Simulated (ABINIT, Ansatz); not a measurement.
# GaAs (F-43m): one start, several treatments of the self-energy, part 2 of 2

Wanted: the gap of GaAs (F-43m) under several approximations, with cost.

ABINIT 10.8.3; PBE and many-body steps on it, plane waves. Known limits of the many-body steps: not at the basis limit; screening runs away on this mesh; no spin-orbit coupling; coarse k mesh.

So far. Step 4 (G0W0, Godby-Needs plasmon pole): The gap on the mesh goes from 0.51 eV to 1.16 eV, a correction of +0.65 eV. Step 5 (G0W0, Engel-Farid plasmon pole): Against G0W0 in ABINIT (4×4×4 mesh, 77 bands, screening to 141.5 eV, Godby-Needs plasmon pole), the gap moves by −0.076 eV.

### Step 6. G0W0, von der Linden-Horsch plasmon pole

Level of this step: G0W0 on PBE, plane waves, norm-conserving pseudopotentials (ABINIT).

run.abi

```
acell 3*1.0 Angstrom
rprim 
  0.000000000000 2.826850000000 2.826850000000
  2.826850000000 0.000000000000 2.826850000000
  2.826850000000 2.826850000000 0.000000000000
ntypat 2
znucl 31 33
natom 2
typat 1 2
xred 
  0.000000000000 0.000000000000 0.000000000000
  0.250000000000 0.250000000000 0.250000000000
pp_dirpath "pseudos"
pseudos "Ga.upf, As.upf"
ecut 45
ngkpt 4 4 4
nshiftk 1
shiftk 0 0 0
kptopt 1
chksymbreak 0
istwfk *1
occopt 1
irdwfk 1
optdriver 4
nband 77
gwcalctyp 0
ecutsigx 45
symsigma 1
nkptgw 1
kptgw 
  0.0000000000 0.0000000000 0.0000000000
bdgw 
  20 26
ecuteps 5.2
irdscr 1
ppmodel 3
indata_prefix "in"
outdata_prefix "out"
tmpdata_prefix "tmp"
```

Started as:

```
$ OMP_NUM_THREADS=1 mpirun -n 4 abinit run.abi > log
```

Output:

```text
.Version 10.8.3 of ABINIT. v10.8.2 released Aug 2026.

 Symmetries : space group F-4 3 m (#216); Bravais cF (face-center cubic)
[... echo of the input left out ...]
== DATASET  1 ==================================================================
-   mpi_nproc: 4, omp_nthreads: 1 (-1 if OMP is not activated)

--- !DatasetInfo
iteration_state: {dtset: 1, }
dimensions: {natom: 2, nkpt: 8, mband: 77, nsppol: 1, nspinor: 1, nspden: 1, mpw: 4477, }
cutoff_energies: {ecut:  45.0, pawecutdg:  -1.0, }
[...]
24   9.403 -11.528  -7.015  -4.628   0.887  -0.127 -11.630  -0.102   9.301
       25   9.403 -11.528  -7.015  -4.628   0.887  -0.127 -11.630  -0.102   9.301
       26   9.403 -11.528  -7.015  -4.628   0.887  -0.127 -11.630  -0.102   9.301

== END DATASET(S) ==============================================================
================================================================================

 -outvars: echo values of variables after computation  --------
           etotal      0.0000000000E+00
            nband          77
             nkpt           8
          spgroup         216
 [... the other variables as echoed above ...]

 Calculation completed.
```

It took 3.7 s on 4 MPI ranks of Arm Neoverse V2, shared host; peak memory 0.82 GiB; 14 s of CPU time.

Numbers from this step:

```yaml
g0w0_gap_on_the_points_computed: 1.224 eV
starting_gap_on_the_mesh: 0.5078 eV
k_of_the_valence_top: 0, 0, 0
k_of_the_conduction_bottom: 0, 0, 0
least_direct_g0w0_gap_on_the_computed_points: 1.224 eV
```

Against G0W0 in ABINIT (4×4×4 mesh, 77 bands, screening to 141.5 eV, Godby-Needs plasmon pole), the gap moves by +0.063 eV.

### Step 7. One-shot Hartree-Fock

This step: one-shot Hartree-Fock on PBE, plane waves, norm-conserving pseudopotentials.

Changes to run.abi since step 6:

```diff
@@ -24,4 +24,4 @@
 optdriver 4
-nband 77
-gwcalctyp 0
+nband 26
+gwcalctyp 5
 ecutsigx 45
@@ -33,5 +33,4 @@
   20 26
-ecuteps 5.2
-irdscr 1
-ppmodel 3
+ixc_sigma 40
+fftgw 31
 indata_prefix "in"
```

Output:

```text
.Version 10.8.3 of ABINIT. v10.8.2 released Aug 2026.

 Symmetries : space group F-4 3 m (#216); Bravais cF (face-center cubic)
[... echo of the input left out ...]
== DATASET  1 ==================================================================
-   mpi_nproc: 4, omp_nthreads: 1 (-1 if OMP is not activated)

--- !DatasetInfo
iteration_state: {dtset: 1, }
dimensions: {natom: 2, nkpt: 8, mband: 26, nsppol: 1, nspinor: 1, nspden: 1, mpw: 4477, }
cutoff_energies: {ecut:  45.0, pawecutdg:  -1.0, }
[...]
24   9.403 -11.528  -7.015   0.000   1.000   0.000  -7.015   4.513  13.916
       25   9.403 -11.528  -7.015   0.000   1.000   0.000  -7.015   4.513  13.916
       26   9.403 -11.528  -7.015   0.000   1.000   0.000  -7.015   4.513  13.916

== END DATASET(S) ==============================================================
================================================================================

 -outvars: echo values of variables after computation  --------
           etotal      0.0000000000E+00
            nband          26
             nkpt           8
          spgroup         216
 [... the other variables as echoed above ...]

 Calculation completed.
```

Elapsed: 3 s, on 4 MPI ranks; peak memory 0.33 GiB.

Numbers from this step:

| Property | Result |
| --- | --- |
| quasiparticle gap on the points computed | 6.256 eV |
| starting gap on the mesh | 0.5078 eV |
| k of the valence top | 0, 0, 0 |
| k of the conduction bottom | 0, 0, 0 |
| least direct quasiparticle gap on the computed points | 6.256 eV |

Against G0W0 in ABINIT (4×4×4 mesh, 77 bands, screening to 141.5 eV, Godby-Needs plasmon pole), the gap moves by +5.095 eV.

### Step 8. The runs together

Times are wall times on 4 MPI ranks of Arm Neoverse V2, shared host, good to a factor of about two. A run's time includes the screening step that it read.

```csv
run,mesh,bands,screening cutoff (eV),DFT gap (eV),gap on the mesh (eV),direct (eV),ε∞ used,time
"G0W0, Godby-Needs plasmon pole",4×4×4,77,141.5,0.508,1.161,1.161,140.21,29 s
"G0W0, Engel-Farid plasmon pole",4×4×4,77,141.5,0.508,1.085,1.085,140.21,28 s
"G0W0, von der Linden-Horsch plasmon pole",4×4×4,77,141.5,0.508,1.224,1.224,140.21,28 s
one-shot Hartree-Fock,4×4×4,-,-,0.508,6.256,6.256,-,3 s
```

### Step 9. Results

| Property | Result |
| --- | --- |
| G0W0, Godby-Needs plasmon pole | 1.161 eV |
| G0W0, Engel-Farid plasmon pole | 1.085 eV |
| G0W0, von der Linden-Horsch plasmon pole | 1.224 eV |
| one-shot Hartree-Fock | 6.256 eV |
| known limits | not at the basis limit; screening runs away on this mesh; no spin-orbit coupling; coarse k mesh |

**Reading.** G0W0, Engel-Farid plasmon pole: −0.076 eV against G0W0, Godby-Needs plasmon pole. G0W0, von der Linden-Horsch plasmon pole: +0.063 eV against G0W0, Godby-Needs plasmon pole. One-shot Hartree-Fock: +5.095 eV against G0W0, Godby-Needs plasmon pole. Bare exchange alone opens the gap to 6.26 eV; against G0W0, correlation takes back 5.09 eV. Against experiment, by G0W0, Godby-Needs plasmon pole: the direct gap of 1.16 eV lies −0.35 eV from the measured 1.51 eV (exciton, 77 K, 2020); the direct gap of 1.16 eV lies −0.26 eV from the measured 1.418 ± 0.005 eV (direct, 300 K, 2008); the direct gap of 1.16 eV lies −0.25 eV from the measured 1.412 ± 0.01 eV (direct, 300 K, 2008); the direct gap of 1.16 eV lies −0.26 eV from the measured 1.42 eV (exciton, 300 K, 2014); the direct gap of 1.16 eV lies −0.26 eV from the measured 1.42 eV (direct, 300 K, 2004). An exciton line or allowed optical edge lies below the quasiparticle gap by the binding energy; a forbidden edge can push the onset above it. These are gaps on the mesh, at modest bands and cutoff. The calculation has static nuclei and no excitons; a measured gap holds zero-point and thermal motion, which mostly lowers it. Bands and cutoff are finite, so the gap is not at the basis limit. The miss can reach some tenths of an eV and take either sign; the mesh is an error of its own. In the first G0W0 run levels were corrected at 1 k point alone, so a gap called «on the mesh» is the least over those, and an edge elsewhere would be missed. The 4×4×4 mesh is coarse for this cell, which bears on the long-range parts of exchange and screening. For the PBE start: On this mesh the RPA ε∞ passes 90, more than nearly any semiconductor shows; a coarse mesh does this where one point with a narrow direct gap carries much weight. The screening is then too strong, and the G0W0 gap should not be taken as the material's. The many-body steps are scalar-relativistic: spin-orbit coupling is not in them.

[Paths, hosts, dates, memory and timing lines, banners, echoed tables and standing remarks are left out of the program output.]

[Logs are printed without paths, hosts, clocks, repeated set-up lines and the standing remarks that a program may print on its own settings, such as how far it seeks lower states.]

[Runs of the session that timed out or met a known fault of the program may be left out.]

[No measured gap is set beside runs whose start may be inverted or whose files or cutoffs have a known fault.]

[Hosts, paths, dates, database ids (printed as entryN), source tags and the programs' standing remarks are cut or masked in the printed files.]

[G0W0 gaps are taken among the corrected bands and points alone; a level outside them can change the order at an edge.]

[Where Ansatz stands beside ABINIT at settings called matched, ABINIT's density can come from a denser mesh and the files from another edition; pairs whose starting gaps differed by over 0.03 eV were left out, so agreement reads better than it is.]
